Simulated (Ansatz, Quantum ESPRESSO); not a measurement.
# CsH (Fm-3m): phonons by linear response, part 4 of 4

How does CsH (Fm-3m) vibrate, and is this structure a minimum?

Quantum ESPRESSO 7.5; DFT LDA, scalar-relativistic, plane waves, PseudoDojo norm-conserving pseudopotentials.

So far, lowest frequency on the path (cm⁻¹): step 13 (the dispersion under another sum rule (asr no)) 0.886.

The database entry behind the starting cell differs from later determinations by our own check (0.1 to 0.3 % short, probably kX units), so it need not match the best structure at ambient conditions.

**15. The same in Ansatz**

A second program on the same cell, potentials, cutoff and meshes tests the implementation of the phonon response, not its convergence. Its field response is summed in its own way. Its k mesh is centred on Γ.

This step: DFT LDA, scalar-relativistic, plane waves, PseudoDojo norm-conserving pseudopotentials (Ansatz 0.2.0).

The input, input.yaml:

```yaml
crystal:
  lattice:
    - [-3.0471400243, 0.0, 3.0471400243]
    - [0.0, 3.0471400243, 3.0471400243]
    - [-3.0471400243, 3.0471400243, 0.0]
  atoms:
    - { symbol: Cs, position: [0.0, 0.0, 0.0] }
    - { symbol: H, position: [0.5, 0.5, 0.5] }
kpoints:
  mp_grid: { grid: [6, 6, 6] }
hamiltonian:
  xc: lda
  pseudopotentials: { kind: nc, accuracy: standard }
scf:
  occupations: { method: fixed }
output:
  eigenvalues: true
basis:
  ecutwfc: 1006.821
phonons:
  method: dfpt
  dielectric: true
  rigid_motions: translations
  qmesh: [2, 2, 2]
  temperatures: { t_max: 1000, t_step: 50 }
  qpath:
    path:
      - [[0.0, 0.0, 0.0], [0.0, 0.5, 0.5], [0.0, 0.625, 0.375]]
      - [[-0.375, 0.375, 0.0], [0.0, 0.0, 0.0], [0.0, 0.5, 0.0], [-0.25, 0.5, 0.25], [0.0, 0.5, 0.5]]
    npoints: 12
```

Started as:

```sh
$ ansatz run input.yaml --threads 2 --pin off --max-ram 4096MiB --backend cpu --events-out ev --progress --plain --runs-dir out
```

The program printed:

```text
Warning: basis.ecutwfc = 1006.821 eV is below the records' recommended 1006.821291 eV, and the density's cutoff is lower with it unless basis.ecutrho_ratio is high enough to keep the records' density cutoff: compare with a run at a higher cutoff
Engine: ansatz 0.2.0, x86_64-unknown-linux-gnu
Pseudopotentials: kind: nc
Pseudopotential: Cs, nc, valence charge 9, recommended cutoff 653.07327 eV (normal), Cs.nc.azcp (PseudoDojo's, or run here from an input of PseudoDojo's; its table is named by hamiltonian.pseudopotentials.accuracy)
Pseudopotential: H, nc, valence charge 1, recommended cutoff 1006.821291 eV (normal), H.nc.azcp (PseudoDojo's, or run here from an input of PseudoDojo's; its table is named by hamiltonian.pseudopotentials.accuracy)
Functional definition: SPW92
  exchange = slater_x
  correlation = pw_c
Crystal: 2 atoms, lattice volume = 56.586 Å³
Basis set: ecut = 1006.821 eV, 4111 PW (Γ), exchange–correlation on 90×90×90 points (8 copies of the dense FFT grid, shifted against one another)
Bands: 9, of which v1, the nominal top of the filled ones, is band 5 counted from 1 (4 counted from 0)
Symmetry: 48 space group operations
k-points: 30 of 216 (irreducible under 8 space group operations, time reversal used)
Non-local potential: Cs, projectors of the file, l = 0: 2, l = 1: 2, l = 2: 2, l = 3: 2
Non-local potential: H, projectors of the file, l = 0: 2, l = 1: 1
Initial density: superposition of atomic densities (chi_scale 0.1, normalization cell, long waves kept (reshape's long-wave potential 0.00 eV rms))
Initial wavefunctions: pseudopotential atomic-orbital guess
Functional: x = slater, c = lda
SCF iter   1: F=—  HF=-654.419811 eV  |F-HF|=—  |Δ(HF+E_count)|=         —  Δρ=4.02e-2  dr2=1.51e0  ethr=3.10e-3  ⟨swp⟩=5.4  Hψ=1851  notcnv=0  defer=48
preconditioner: auto → none  [insulator: Δε(μ)=3.204 eV  Ē_g=11.373 eV  n_scr=8 (ndim 8)  ℏωp=14.0 eV  f_vac=0.000  ε∞_Penn≈2.5]
SCF iter   2: F=—  HF=-653.845342 eV  |F-HF|=—  |Δ(HF+E_count)|=   5.74e-1  Δρ=6.07e-3  dr2=3.92e-2  ethr=3.10e-3  ⟨swp⟩=3.1  Hψ=680  notcnv=0  defer=54
SCF iter   3: F=—  HF=-653.841807 eV  |F-HF|=—  |Δ(HF+E_count)|=   3.54e-3  Δρ=2.94e-3  dr2=3.93e-3  ethr=3.92e-4  ⟨swp⟩=2.3  Hψ=615  notcnv=0  defer=56
SCF iter   4: F=—  HF=-653.843085 eV  |F-HF|=—  |Δ(HF+E_count)|=   1.28e-3  Δρ=4.45e-4  dr2=1.24e-4  ethr=3.93e-5  ⟨swp⟩=2.2  Hψ=340  notcnv=0  defer=56
SCF iter   5: F=—  HF=-653.843118 eV  |F-HF|=—  |Δ(HF+E_count)|=   3.27e-5  Δρ=7.82e-5  dr2=1.83e-6  ethr=1.24e-6  ⟨swp⟩=2.6  Hψ=498  notcnv=0  defer=56
SCF iter   6: F=—  HF=-653.843119 eV  |F-HF|=—  |Δ(HF+E_count)|=   1.14e-6  Δρ=2.33e-5  dr2=2.35e-7  ethr=1.83e-8  ⟨swp⟩=2.1  Hψ=417  notcnv=0  defer=55
SCF iter   7: F=—  HF=-653.843099 eV  |F-HF|=—  |Δ(HF+E_count)|=   2.01e-5  Δρ=4.30e-6  dr2=8.43e-9  ethr=2.35e-9  ⟨swp⟩=2.3  Hψ=414  notcnv=0  defer=55
SCF iter   8: F=—  HF=-653.843099 eV  |F-HF|=—  |Δ(HF+E_count)|=   2.28e-9  Δρ=5.07e-7  dr2=1.19e-10  ethr=8.43e-11  ⟨swp⟩=2.6  Hψ=454  notcnv=0  defer=55
SCF iter   9: F=-653.843099 eV  HF=-653.843099 eV  |F-HF|=5.68e-13  |Δ(HF+E_count)|=  1.08e-11  Δρ=4.07e-8  dr2=1.01e-12  ethr=1.00e-12  ⟨swp⟩=13.7  Hψ=2864  notcnv=0
SCF 1 converged in 9 iterations: F = -653.843099 eV  dr2 = 1.01e-12
NSCF: frozen V_eff on 3 k-points
DFPT response loops at Γ: preconditioner auto → none (the input reference at scf.mixing.eps_inf says where Resta's filter doesn't serve); β = 0.50; Broyden in place of MSR1
── the response to a field inside a basis, on 6×6×6 k-points: an SCF that follows is theirs, and a resumed run solves both again ──
Bands: 6, of which v1, the nominal top of the filled ones, is band 5 counted from 1 (4 counted from 0)
k-points: 28 of 216 (irreducible under 12 space group operations)
Initial density: handed on by an earlier stage of this run
Initial wavefunctions: pseudopotential atomic-orbital guess (no wavefunctions were taken with the density)
Eigensolver: Dense (28 Hₖ)
SCF iter   1: F=—  HF=-653.842640 eV  |F-HF|=—  |Δ(HF+E_count)|=         —  Δρ=4.04e-5  dr2=2.74e-7  ethr=1.00e-1
preconditioner: auto → none  [insulator: Δε(μ)=2.072 eV  Ē_g=9.504 eV  n_scr=8 (ndim 8)  ℏωp=14.0 eV  f_vac=0.003  ε∞_Penn≈3.2]
SCF iter   2: F=-653.842640 eV  HF=-653.842640 eV  |F-HF|=6.86e-8  |Δ(HF+E_count)|=   1.51e-7  Δρ=2.04e-5  dr2=3.47e-8  ethr=2.74e-9
SCF 1 converged in 2 iterations: F = -653.842640 eV  dr2 = 3.47e-8
DFPT response loops at Γ: mixed as the last ones told, above
NSCF: frozen V_eff on 16 k-points
NSCF: frozen V_eff on 136 k-points
DFPT response loops at q = (0, 0, -0.5) (fractional): preconditioner auto → Resta (q_TF=auto, 2.044 Å⁻¹)  ε∞=5.9 (no band partly filled); β = 1.00, the filter's whole step (`scf.mixing.beta` (0.50) is not read by the response loops at its default; to damp them type it under 1.00, their step now; it binds the ground state too); Broyden in place of MSR1
NSCF: frozen V_eff on 92 k-points
DFPT response loops at q = (0, -0.5, -0.5) (fractional): mixed as the last ones told, above
SCF converged after 9 iterations
Free energy (F): -653.843099 eV
Harris-Foulkes:  -653.843099 eV  (|F-HF|=5.68e-13)
Internal energy: -653.843099 eV  (E = F + TS)
E sigma→0 (E₀):  -653.843099 eV
Fermi energy:    4.294846 eV
--- Per-component energies (eV) ---
  E_band       = -51.906002
  E_kinetic    = 154.970502
  E_local      = -312.456167  (includes V_loc(G=0)·N_el)
  E_nonlocal   = 89.948503
  E_hartree    = 77.316544
  E_xc         = -196.288881
  E_vxc        = -139.001941  (∫ρ·V_xc dr)
  E_ewald      = -467.333599
  E_smearing   = -0.000000  (= −TS)
  E_closure    = -0.000000  (closes the sum)
  Σ components = -653.843099   (vs F -653.843099, Δ=0.00e0)
--- Band table (eV; the first three rows and the last of 30) ---
  k-point 0: bands = ["-17.3319", "-3.5383", "-3.5383", "-3.5383", "2.1266", "9.2675", "9.2675", "9.2675", "10.4363"]
  k-point 1: bands = ["-17.2988", "-3.9088", "-3.5736", "-3.5736", "2.6576", "8.3428", "9.4340", "9.4340", "10.0192"]
  k-point 2: bands = ["-17.2312", "-4.5288", "-3.6423", "-3.6423", "3.6767", "6.8392", "9.0521", "9.0521", "10.5170"]
  k-point 29: bands = ["-17.1540", "-4.6066", "-3.9440", "-3.9440", "2.6615", "6.8578", "10.1207", "12.5906", "12.5906"]
--- Phonons (Γ-DFPT): 2 representative perturbations + reference, on 30 of 216 k-points (Σ response iterations 6) ---
  k mesh reduced under 8 symmetry operations, with k and −k counted as one. Each operation leaves every solved perturbation unchanged. A smaller set is not considered because the run solves the response to a homogeneous field
  ASR residual: 3.984e-5 → 0.000e0 eV/Å²; symmetrization residual: 1.069e-7 eV/Å²
  ASR residual per site (eV/Å²): 3.98e-5 8.68e-6
  Γ frequencies (cm⁻¹): 0.00 0.00 0.00 452.22 452.22 452.22
  ε∞ (high-frequency dielectric tensor):
        3.594097    -0.000000    -0.000000
       -0.000000     3.594097     0.000000
       -0.000000     0.000000     3.594097
  ε⁰ (static dielectric tensor: ions relaxed, cell fixed):
        9.202703     0.000000    -0.000000
        0.000000     9.202703     0.000000
       -0.000000     0.000000     9.202703
  ε⁰ − ε∞ (ionic part):
        5.608606     0.000000    -0.000000
        0.000000     5.608606     0.000000
       -0.000000     0.000000     5.608606
  softest optical mode at Γ: 452.22 cm⁻¹; the repairs (sum rule, projections) moved no ω² at Γ by more than (1.59 cm⁻¹)²
  Born effective charges Z* (e; rows j = field, columns β = displacement):
    site 0:
         1.14870    0.00000   -0.00000
        -0.00000    1.14870    0.00000
        -0.00000   -0.00000    1.14870
    site 1:
        -1.14870   -0.00000    0.00000
         0.00000   -1.14870   -0.00000
         0.00000    0.00000   -1.14870
  Z* charge neutrality: 3.228e-4 e pre-enforcement
  solved inside a basis spanned on kpoints, on 6×6×6 k-points, its susceptibility summed on 10×10×10: ε∞ is read to err by 8.1e-3, Z* by 9.7e-3 e (field_mesh: kpoints solves on kpoints); Z* is corrected for what the basis lacks
  optical modes at Γ without the LO–TO term, one row a degenerate level:
      ω (cm⁻¹)  modes    IR ((D/Å)²/amu)
        452.22      3            91.2889
  optical modes at Γ + LO–TO along q̂ = [1.0000, 0.0000, 0.0000]:
      ω (cm⁻¹)  modes    IR ((D/Å)²/amu)
        452.22      2            60.8593
        723.62      1            30.4296
  optical modes at Γ + LO–TO along q̂ = [0.0000, 1.0000, 0.0000]:
      ω (cm⁻¹)  modes    IR ((D/Å)²/amu)
        452.22      2            60.8593
        723.62      1            30.4296
  optical modes at Γ + LO–TO along q̂ = [0.0000, 0.0000, 1.0000]:
      ω (cm⁻¹)  modes    IR ((D/Å)²/amu)
        452.22      2            60.8593
        723.62      1            30.4296
--- Phonons (arbitrary-q DFPT): 3 irreducible q on the 2×2×2 mesh ---
  q = [0.0000, 0.0000, 0.0000] (star 1, of the zone-centre solve; hermiticity 2.84e-7, symmetrization 1.45e-15): -0.00 -0.00 0.00 452.22 452.22 452.22
  q = [0.0000, 0.0000, -0.5000] (star 4, 2 solved perturbations on 68 of 216 k-point pairs; hermiticity 7.82e-13, symmetrization 3.94e-13): 41.81 41.81 64.08 567.33 567.33 739.73
  q = [0.0000, -0.5000, -0.5000] (star 3, 4 solved perturbations in 152 linear systems a pass and spin channel, the states on 46 of 216 k-point pairs; hermiticity 2.18e-7, symmetrization 2.11e-13): 27.41 27.41 57.25 471.70 471.70 518.96
  sum rule: each row above includes the acoustic sum rule's correction from the zone centre's row sums; it moved no ω² by more than (1.53 cm⁻¹)²
  mesh force constants: q→R imaginary residual 3.84e-17; ASR residual 3.984e-5 → 0.000e0 eV/Å²; symmetrization residual 1.110e-15 eV/Å²
  interpolated dispersion: 75 rows × 6 modes
  density of states and harmonic sums: on the 18×18×18 q-mesh, interpolated from the force constants of a 2×2×2 supercell (with the dipole–dipole term)
  largest difference from the sums on the solved wave vectors: F 8.29e-2 eV, S 1.16e-4 and C_V 3.17e-5 eV/K
  zero-point energy: 0.113520 eV/cell   skipped modes (ω ≤ 0): 3   left out of the sums: 8.57e-5 of the cell's modes: C_V's classical limit lies that fraction below 3 k_B per atom; for a crystal, a wire or a layer, F and S can be off by more, and a phonons.interpolated_qmesh denser along its periods is the remedy for the sampling
```

Run time: 22 s. Hardware: 2 threads of Intel Xeon 6975P-C (Granite Rapids), shared host; peak memory 0.69 GiB; 42 s of CPU time.

This step gave:

* sum-rule residual before enforcement: 3.98e-5 eV/Å²
* miss of the charge sum rule: 3.23e-4 e
* estimated error of the dielectric tensor: 0.008101
* estimated error of the Born charges: 0.009692 e
* mean frequency: 305.2 cm⁻¹
* Debye temperature (second moment): 753 K
* logarithmic mean frequency: 153.5 cm⁻¹
* mean high-frequency dielectric constant: 3.594
* largest Born charge in size (third of the trace): 1.149 e
* mean static dielectric constant: 9.203
* lowest mode on the q mesh (acoustic ones at the zone centre apart): 27.41 cm⁻¹
* zero-point energy per atom: 56.76 meV
* vibrational entropy at 300 K: 35.88 J/(mol atoms K)

Transverse modes. Lines of the infrared spectrum (strongest = 100):

| position (cm⁻¹) | label | IR intensity ((D/Å)²/amu), degenerate modes summed, relative |
| --- | --- | --- |
| 452 | T1u | 100 |

**16. Side by side: QE PseudoDojo and Ansatz, PseudoDojo**

Numbers from this step:

```yaml
root_mean_square_difference: 0.01 cm⁻¹
largest_difference: 0.02 cm⁻¹
root_mean_square_difference_on_the_path: 0 cm⁻¹
largest_difference_on_the_path: 0.1 cm⁻¹
```

The two runs side by side. Further quantities:

| quantity | QE PseudoDojo | Ansatz, PseudoDojo |
| --- | --- | --- |
| mean ε∞ | 3.645 | 3.594 |
| largest Born charge in size (e; the first before, the second after the charge sum rule) | 1.159 | 1.149 |

The interpolated bands of the two lie on top of each other.

At the solved wavevectors the largest difference (acoustic modes at Γ apart) is 0.003 % of the highest mode.

**17. What came out**

```yaml
space_group_after_relaxation: Fm-3m
volume_per_atom: 28.3 Å³
gap_on_the_k_mesh: 1.75 eV
highest_optical_zone_centre_mode_no_lo_to_term: 452.2 cm⁻¹
highest_mode_moved_by_the_lo_to_term: 723.6 cm⁻¹
mean_high_frequency_dielectric_constant: 3.64
largest_born_charge_in_size_third_of_the_trace: 1.16 e
mean_static_dielectric_constant: 9.33
q_mesh: 2×2×2
lowest_mode_on_the_q_mesh_acoustic_ones_at_the_zone_centre_apart: 27.4 cm⁻¹
zero_point_energy_per_atom: 56.8 meV
heat_capacity_at_300_k: 19.4 J/(mol atoms K)
vibrational_entropy_at_300_k: 35.8 J/(mol atoms K)
imaginary_modes_on_the_q_mesh: none
largest_difference_from_ansatz_pseudodojo: 0.02 cm⁻¹
```

**Reading.** CsH (Fm-3m) is dynamically stable on the 2×2×2 mesh; its spectrum reaches 740 cm⁻¹. At the LDA level the optical modes of CsH (Fm-3m) at the zone centre (no LO-TO term) lie at 452 cm⁻¹. Along the directions run, the highest mode that the macroscopic field moves lies at 724 cm⁻¹. Lattice motion raises the mean dielectric constant from 3.645 to 9.333. The Lyddane-Sachs-Teller relation holds: (ωLO/ωTO)² is 2.56 and ε₀/ε∞ is 2.56. QE PseudoDojo and Ansatz, PseudoDojo agree to 0.02 cm⁻¹ (0.003 % of the highest mode compared) on all solved modes but the acoustic ones at Γ, without the LO-TO term. These are harmonic frequencies at zero temperature: anharmonic shifts and linewidths and thermal expansion are left out. Spin-orbit coupling is left out, which can matter for the heavy elements here. The q mesh stands for a supercell only 8.6 Å across, so branches between the solved wavevectors are rough.

[Host names and launcher messages were left out of these logs when they were recorded.]

[Logs are printed without paths, hosts, clocks, repeated set-up lines and the standing remarks that a program may print on its own settings, such as how far it seeks lower states.]

[Hosts, paths, dates, database ids (printed as entryN), source tags and the programs' standing remarks are cut or masked in the printed files.]
